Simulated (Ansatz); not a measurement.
# Li3VO4 (Pmn2_1): the host for defect calculations, part 3 of 3

Aim: the runs on the perfect crystal Li3VO4 (Pmn2_1) that a defect calculation needs first.

Ansatz 0.2.0; plane-wave PAW DFT, PBEsol; single point of the host's primitive cell on a dense mesh (the session's first sound run).

So far: Starting point; Primitive cell on a dense mesh; Self-consistent run; Defect free supercell relaxed from its symmetric sites.

### 5. Defect free supercell relaxed from displaced atoms

This step: plane-wave PAW DFT, PBEsol; relaxation of the defect-free supercell from random displacements, a test of the host's stability (Ansatz 0.2.0).

Contents of pristine.rattled/input.yaml:

```yaml
crystal:
  lattice:
    - [-6.2860121637, 5.4179606667, 4.9216573602]
    - [6.2860121637, -5.4179606667, 4.9216573602]
    - [6.2860121637, 5.4179606667, -4.9216573602]
  atoms:
    - { symbol: Li, position: [0.3391445132, 0.128833533, 0.457799152] }
    - { symbol: Li, position: [0.3391445132, 0.628833533, 0.957799152] }
    - { symbol: Li, position: [0.8391445132, 0.128833533, 0.957799152] }
    - { symbol: Li, position: [0.8391445132, 0.628833533, 0.457799152] }
    - { symbol: Li, position: [0.421034381, 0.3813453611, 0.292200848] }
    - { symbol: Li, position: [0.421034381, 0.8813453611, 0.792200848] }
    - { symbol: Li, position: [0.921034381, 0.3813453611, 0.792200848] }
    - { symbol: Li, position: [0.921034381, 0.8813453611, 0.292200848] }
    - { symbol: Li, position: [0.421034381, 0.128833533, 0.0396890198] }
    - { symbol: Li, position: [0.421034381, 0.628833533, 0.5396890198] }
    - { symbol: Li, position: [0.921034381, 0.128833533, 0.5396890198] }
    - { symbol: Li, position: [0.921034381, 0.628833533, 0.0396890198] }
    - { symbol: Li, position: [0.3391445132, 0.3813453611, 0.7103109802] }
    - { symbol: Li, position: [0.3391445132, 0.8813453611, 0.2103109802] }
    - { symbol: Li, position: [0.8391445132, 0.3813453611, 0.2103109802] }
    - { symbol: Li, position: [0.8391445132, 0.8813453611, 0.7103109802] }
    - { symbol: Li, position: [0.0886183467, 0.2553376531, 0.3332806935] }
    - { symbol: Li, position: [0.0886183467, 0.7553376531, 0.8332806935] }
    - { symbol: Li, position: [0.5886183467, 0.2553376531, 0.8332806935] }
    - { symbol: Li, position: [0.5886183467, 0.7553376531, 0.3332806935] }
    - { symbol: Li, position: [0.1720569596, 0.2553376531, 0.9167193065] }
    - { symbol: Li, position: [0.1720569596, 0.7553376531, 0.4167193065] }
    - { symbol: Li, position: [0.6720569596, 0.2553376531, 0.4167193065] }
    - { symbol: Li, position: [0.6720569596, 0.7553376531, 0.9167193065] }
    - { symbol: V, position: [0.0854685392, 0.0005265814, 0.0849419578] }
    - { symbol: V, position: [0.0854685392, 0.5005265814, 0.5849419578] }
    - { symbol: V, position: [0.5854685392, 0.0005265814, 0.5849419578] }
    - { symbol: V, position: [0.5854685392, 0.5005265814, 0.0849419578] }
    - { symbol: V, position: [0.1655846236, 0.0005265814, 0.6650580422] }
    - { symbol: V, position: [0.1655846236, 0.5005265814, 0.1650580422] }
    - { symbol: V, position: [0.6655846236, 0.0005265814, 0.1650580422] }
    - { symbol: V, position: [0.6655846236, 0.5005265814, 0.6650580422] }
    - { symbol: O, position: [0.2151925677, 0.167659199, 0.2723466253] }
    - { symbol: O, position: [0.2151925677, 0.667659199, 0.7723466253] }
    - { symbol: O, position: [0.7151925677, 0.167659199, 0.7723466253] }
    - { symbol: O, position: [0.7151925677, 0.667659199, 0.2723466253] }
    - { symbol: O, position: [0.4131487247, 0.3268281098, 0.0863206149] }
    - { symbol: O, position: [0.4131487247, 0.8268281098, 0.5863206149] }
    - { symbol: O, position: [0.9131487247, 0.3268281098, 0.5863206149] }
    - { symbol: O, position: [0.9131487247, 0.8268281098, 0.0863206149] }
    - { symbol: O, position: [0.2151925677, 0.4428459423, 0.5475333687] }
    - { symbol: O, position: [0.2151925677, 0.9428459423, 0.0475333687] }
    - { symbol: O, position: [0.7151925677, 0.4428459423, 0.0475333687] }
    - { symbol: O, position: [0.7151925677, 0.9428459423, 0.5475333687] }
    - { symbol: O, position: [0.1453125737, 0.4428459423, 0.9776533747] }
    - { symbol: O, position: [0.1453125737, 0.9428459423, 0.4776533747] }
    - { symbol: O, position: [0.6453125737, 0.4428459423, 0.4776533747] }
    - { symbol: O, position: [0.6453125737, 0.9428459423, 0.9776533747] }
    - { symbol: O, position: [0.1453125737, 0.167659199, 0.7024666313] }
    - { symbol: O, position: [0.1453125737, 0.667659199, 0.2024666313] }
    - { symbol: O, position: [0.6453125737, 0.167659199, 0.2024666313] }
    - { symbol: O, position: [0.6453125737, 0.667659199, 0.7024666313] }
    - { symbol: O, position: [0.3700256149, 0.0545216202, 0.8155039946] }
    - { symbol: O, position: [0.3700256149, 0.5545216202, 0.3155039946] }
    - { symbol: O, position: [0.8700256149, 0.0545216202, 0.3155039946] }
    - { symbol: O, position: [0.8700256149, 0.5545216202, 0.8155039946] }
    - { symbol: O, position: [0.4890176256, 0.0545216202, 0.4344960054] }
    - { symbol: O, position: [0.4890176256, 0.5545216202, 0.9344960054] }
    - { symbol: O, position: [0.9890176256, 0.0545216202, 0.9344960054] }
    - { symbol: O, position: [0.9890176256, 0.5545216202, 0.4344960054] }
    - { symbol: O, position: [0.4905074949, 0.3268281098, 0.6636793851] }
    - { symbol: O, position: [0.4905074949, 0.8268281098, 0.1636793851] }
    - { symbol: O, position: [0.9905074949, 0.3268281098, 0.1636793851] }
    - { symbol: O, position: [0.9905074949, 0.8268281098, 0.6636793851] }
basis:
  ecutwfc: 420
  xc_grid: 2
hamiltonian:
  xc: pbesol
kpoints:
  mp_grid: { grid: [1, 1, 1], shift: [0.25, 0.25, 0.25] }
scf:
  occupations: { method: fermi_dirac, width: 0.01 }
  max_iter: 80
output:
  forces: true
relax:
  f_tol: 0.01
  max_steps: 120
  random_displacement: { amplitude: 0.08, seed: 4909 }
checkpoint:
  write: "../pristine.rattled.run"
  compress: false
  write_wavefunctions: false
  write_every: 100000
```

The run is started by

```console
> ansatz run input.yaml --threads 4 --pin off --max-ram 7536MiB --backend cpu --events-out ev --progress --plain --runs-dir out
```

Numbers of over 12 decimals in the logs are rounded to 6 here.

Output:

```text
[...]
Crystal: 64 atoms, lattice volume = 670.475 Å³
Basis set: ecut = 420 eV, 13091 PW (Γ), exchange–correlation on 144×144×144 points (8 copies of the dense FFT grid, shifted against one another)
Bands: 248, of which v1, the nominal top of the filled ones, is band 184 counted from 1 (183 counted from 0)
Symmetry: 1 space group operations
k-points: 1
[...]
SCF iter   1: F=—  HF=-45970.080349 eV  |F-HF|=—  |Δ(HF+E_count)|=         —  Δρ=1.28e-2  dr2=9.27e-1  ethr=1.77e-3  ⟨swp⟩=5.0  Hψ=802  notcnv=0  defer=41
[...]
SCF iter  12: F=-45969.864502 eV  HF=-45969.864502 eV  |F-HF|=1.75e-7  |Δ(HF+E_count)|=   4.80e-7  Δρ=5.96e-6  dr2=2.98e-7  ethr=6.79e-10  ⟨swp⟩=2.0  Hψ=665  notcnv=0
SCF 1 converged in 12 iterations: F = -45969.864502 eV  dr2 = 2.98e-7
[...]
relax step   1: F+E_penalty+E_count = -45969.86450230 eV  Δ(F+E_penalty+E_count) = +0.000e0 eV  max|allowed force component| = 5.557e0 eV/Å  Δτ_max = 0.0000 Å  (12 SCF iters, dr2 threshold 2.50e-6 eV, accepted)
[...]
relax step   2: F+E_penalty+E_count = -45972.53330561 eV  Δ(F+E_penalty+E_count) = -2.669e0 eV  max|allowed force component| = 2.372e0 eV/Å  Δτ_max = 0.0676 Å  (8 SCF iters, dr2 threshold 1.00e-4 eV, accepted)
relax step   3: F+E_penalty+E_count = -45973.36798131 eV  Δ(F+E_penalty+E_count) = -8.347e-1 eV  max|allowed force component| = 6.012e-2 eV/Å  Δτ_max = 0.0950 Å  (8 SCF iters, dr2 threshold 1.00e-4 eV, accepted)
relax step   4: F+E_penalty+E_count = -45973.36799207 eV  Δ(F+E_penalty+E_count) = -1.076e-5 eV  max|allowed force component| = 6.025e-2 eV/Å  Δτ_max = 0.0000 Å  (5 SCF iters, accepted)
relax step   5: F+E_penalty+E_count = -45973.37302643 eV  Δ(F+E_penalty+E_count) = -5.034e-3 eV  max|allowed force component| = 5.600e-3 eV/Å  Δτ_max = 0.0215 Å  (8 SCF iters, dr2 threshold 2.27e-7 eV, accepted)
iter 1 solved again at ethr=4.13e-11 eV; its pass at ethr=3.10e-3 eV (dr2=1.52e-7 eV) is discarded
[...]
SCF iter   3: F=-45973.373027 eV  HF=-45973.373027 eV  |F-HF|=7.28e-9  |Δ(HF+E_count)|=   1.04e-8  Δρ=1.47e-6  dr2=1.97e-8  ethr=2.72e-11  ⟨swp⟩=2.0  Hψ=668  notcnv=0
SCF 6 converged in 3 iterations: F = -45973.373027 eV  dr2 = 1.97e-8
relax step   6: F+E_penalty+E_count = -45973.37302652 eV  Δ(F+E_penalty+E_count) = -8.998e-8 eV  max|allowed force component| = 5.597e-3 eV/Å  Δτ_max = 0.0000 Å  (3 SCF iters, accepted)
SCF converged after 3 iterations
Free energy (F): -45973.373027 eV
[...]
Internal energy: -45973.373027 eV  (E = F + TS)
E sigma→0 (E₀):  -45973.373027 eV
Fermi energy:    5.084036 eV
[...]
--- Forces (eV/Å), atoms counted from 1 ---
  atom   1  Li    -0.00020204    -0.00040795    -0.00191613
  atom   2  Li    -0.00365579    -0.00121887    -0.00081250
  atom   3  Li    -0.00284441     0.00058116    -0.00096850
  atom   4  Li     0.00018746     0.00170623    -0.00282601
  atom   5  Li     0.00070423    -0.00092731     0.00066651
  atom   6  Li     0.00136372    -0.00111979    -0.00205598
  atom   7  Li     0.00245712    -0.00151385    -0.00132614
  atom   8  Li     0.00230164     0.00114459    -0.00174412
  atom   9  Li    -0.00271153    -0.00225008    -0.00074662
  atom  10  Li    -0.00285959    -0.00031583    -0.00162025
  atom  11  Li    -0.00235083    -0.00082321    -0.00013347
  atom  12  Li    -0.00080543     0.00008261     0.00001256
  atom  13  Li     0.00074405     0.00230539    -0.00249748
  atom  14  Li     0.00317652    -0.00012050    -0.00033381
  atom  15  Li    -0.00080497     0.00107320     0.00126002
  atom  16  Li    -0.00058029    -0.00052049     0.00019472
  atom  17  Li    -0.00105631    -0.00278789     0.00043435
  atom  18  Li    -0.00047798    -0.00268189    -0.00049253
  atom  19  Li    -0.00040886    -0.00054340    -0.00030030
  atom  20  Li     0.00110323     0.00224002    -0.00186939
  atom  21  Li    -0.00089424     0.00178204    -0.00201115
  atom  22  Li     0.00070851     0.00034746    -0.00021450
  atom  23  Li     0.00096418     0.00014116    -0.00080179
  atom  24  Li     0.00063673     0.00043892    -0.00025018
  atom  25  V      0.00135959    -0.00300345     0.00176623
  atom  26  V      0.00208268     0.00132343    -0.00033370
  atom  27  V      0.00005686     0.00004087    -0.00311809
  atom  28  V     -0.00111919    -0.00213379    -0.00002837
  atom  29  V      0.00058946     0.00191159    -0.00073458
  atom  30  V     -0.00107943    -0.00063085     0.00144145
  atom  31  V     -0.00031223     0.00192759    -0.00204040
  atom  32  V     -0.00097097     0.00346628    -0.00094036
  atom  33  O      0.00093308    -0.00260701     0.00189700
  atom  34  O     -0.00089287    -0.00209091     0.00097176
  atom  35  O      0.00180320    -0.00402121     0.00206285
  atom  36  O      0.00398271     0.00053643     0.00146701
  atom  37  O     -0.00019901    -0.00230282     0.00112794
  atom  38  O     -0.00105914    -0.00321952    -0.00193897
  atom  39  O     -0.00055893    -0.00286360     0.00127356
  atom  40  O     -0.00047010    -0.00055614    -0.00225356
[...]
atom  53  O      0.00078035     0.00161241     0.00060200
  atom  54  O      0.00015485    -0.00208835     0.00174898
  atom  55  O      0.00035024    -0.00344392     0.00323969
  atom  56  O      0.00231083    -0.00144813     0.00038989
  atom  57  O     -0.00036421     0.00235393     0.00113357
  atom  58  O      0.00086521     0.00304083    -0.00006150
  atom  59  O      0.00162715     0.00147890    -0.00079681
  atom  60  O     -0.00304422    -0.00016089    -0.00004884
  atom  61  O      0.00044362     0.00397429    -0.00171883
  atom  62  O      0.00067653    -0.00028386     0.00246764
  atom  63  O      0.00183701     0.00223832    -0.00489734
  atom  64  O      0.00039950     0.00366756    -0.00154636
  max |Σ_I F_I| component: 6.88e-6 eV/Å
--- Relaxed structure (6 steps of the walk, 6 accepted, 0 SCFs on fresh bases) ---
  F+E_penalty+E_count = -45973.37302652 eV   max|allowed force component| = 5.597e-3 eV/Å
  atoms:
    - { symbol: Li, position: [0.338491, 0.127746, 0.457005] }
    - { symbol: Li, position: [0.338428, 0.627765, 0.957099] }
    - { symbol: Li, position: [0.838556, 0.127884, 0.957107] }
    - { symbol: Li, position: [0.838441, 0.627866, 0.456938] }
    - { symbol: Li, position: [0.420199, 0.380230, 0.291454] }
    - { symbol: Li, position: [0.420410, 0.880436, 0.791508] }
    - { symbol: Li, position: [0.920379, 0.380353, 0.791464] }
    - { symbol: Li, position: [0.920334, 0.880305, 0.291331] }
    - { symbol: Li, position: [0.420381, 0.127798, 0.038983] }
    - { symbol: Li, position: [0.420384, 0.627929, 0.538912] }
    - { symbol: Li, position: [0.920302, 0.127755, 0.538954] }
    - { symbol: Li, position: [0.920236, 0.627667, 0.038806] }
    - { symbol: Li, position: [0.338436, 0.380412, 0.709470] }
    - { symbol: Li, position: [0.338458, 0.880260, 0.209567] }
    - { symbol: Li, position: [0.838408, 0.380349, 0.209641] }
    - { symbol: Li, position: [0.838428, 0.880354, 0.709654] }
    - { symbol: Li, position: [0.088050, 0.254317, 0.332723] }
    - { symbol: Li, position: [0.088041, 0.754386, 0.832594] }
    - { symbol: Li, position: [0.587938, 0.254302, 0.832472] }
    - { symbol: Li, position: [0.588031, 0.754335, 0.332476] }
    - { symbol: Li, position: [0.171370, 0.254437, 0.915879] }
    - { symbol: Li, position: [0.171378, 0.754392, 0.415952] }
    - { symbol: Li, position: [0.671410, 0.254376, 0.415936] }
    - { symbol: Li, position: [0.671243, 0.754270, 0.915826] }
    - { symbol: V, position: [0.084764, -0.000519, 0.084157] }
    - { symbol: V, position: [0.084819, 0.499588, 0.584217] }
    - { symbol: V, position: [0.584859, -0.000424, 0.584186] }
    - { symbol: V, position: [0.584695, 0.499418, 0.084072] }
    - { symbol: V, position: [0.164874, -0.000439, 0.664292] }
    - { symbol: V, position: [0.164929, 0.499521, 0.164368] }
    - { symbol: V, position: [0.664953, -0.000507, 0.164327] }
    - { symbol: V, position: [0.664877, 0.499533, 0.664222] }
    - { symbol: O, position: [0.214376, 0.166454, 0.271620] }
    - { symbol: O, position: [0.214498, 0.666609, 0.771662] }
    - { symbol: O, position: [0.714549, 0.166584, 0.771632] }
    - { symbol: O, position: [0.714441, 0.666517, 0.271440] }
    - { symbol: O, position: [0.412347, 0.325696, 0.085582] }
    - { symbol: O, position: [0.412462, 0.825848, 0.585627] }
    - { symbol: O, position: [0.912445, 0.325753, 0.585598] }
    - { symbol: O, position: [0.912288, 0.825653, 0.085420] }
    - { symbol: O, position: [0.214514, 0.441908, 0.546798] }
    - { symbol: O, position: [0.214459, 0.941747, 0.046833] }
    - { symbol: O, position: [0.714325, 0.441611, 0.046677] }
    - { symbol: O, position: [0.714447, 0.941723, 0.546783] }
    - { symbol: O, position: [0.144461, 0.441730, 0.976907] }
    - { symbol: O, position: [0.144500, 0.941798, 0.476887] }
    - { symbol: O, position: [0.644477, 0.441762, 0.476804] }
    - { symbol: O, position: [0.644612, 0.941831, 0.976912] }
    - { symbol: O, position: [0.144557, 0.166644, 0.701664] }
    - { symbol: O, position: [0.144534, 0.666559, 0.201719] }
    - { symbol: O, position: [0.644613, 0.166547, 0.201754] }
    - { symbol: O, position: [0.644465, 0.666554, 0.701605] }
    - { symbol: O, position: [0.369251, 0.053444, 0.814749] }
    - { symbol: O, position: [0.369335, 0.553438, 0.314800] }
    - { symbol: O, position: [0.869282, 0.053332, 0.314826] }
    - { symbol: O, position: [0.869261, 0.553398, 0.814669] }
    - { symbol: O, position: [0.488270, 0.053461, 0.433695] }
    - { symbol: O, position: [0.488116, 0.553341, 0.933607] }
    - { symbol: O, position: [0.988318, 0.053488, 0.933715] }
    - { symbol: O, position: [0.988253, 0.553543, 0.433794] }
    - { symbol: O, position: [0.489688, 0.325740, 0.662806] }
    - { symbol: O, position: [0.489747, 0.825678, 0.162907] }
    - { symbol: O, position: [0.989797, 0.325758, 0.163016] }
    - { symbol: O, position: [0.989672, 0.825773, 0.662874] }
```

It took 42 s on 4 threads of Arm Neoverse V1, shared host; peak memory 1.3 GiB.

Relaxation path:

```tsv
step	energy less that of the first step (eV)	largest force component (eV/Å)
1	0.0000	5.5571
2	-2.6688	2.3725
3	-3.5035	0.0601
4	-3.5035	0.0603
5	-3.5085	0.0056
6	-3.5085	0.0056
```

The relaxation ends 55 meV an atom lower than the displaced start, with a largest force component of 0.0056 eV/Å.

### 6. Summary of results

| Quantity | Value |
| --- | --- |
| supercell relaxed in its symmetry less the displaced and relaxed one | 0.000 eV |
| energy an atom at one point at (¼, ¼, ¼) less that on the dense mesh | -0.001 eV |

**Reading.** Step 5: The energy fell by 3.509 eV from the randomly displaced start; the atoms end within 0.005 Å of the sites as typed, once the mean shift is taken out. The displaced cell ends within 0.01 eV of the symmetric one relaxed in its symmetry, so no lower structure shows in this supercell. All at zero temperature.

[Logs are printed without paths, hosts, clocks, repeated set-up lines and the standing remarks that a program may print on its own settings, such as how far it seeks lower states.]

[Hosts, paths, dates, database ids (printed as entryN), source tags and the programs' standing remarks are cut or masked in the printed files.]

[Runs of the host that timed out are not shown.]

[For some hosts the program warned that the k-mesh of the response run may be too coarse for force constants and the static dielectric constant; such warnings are not always shown.]
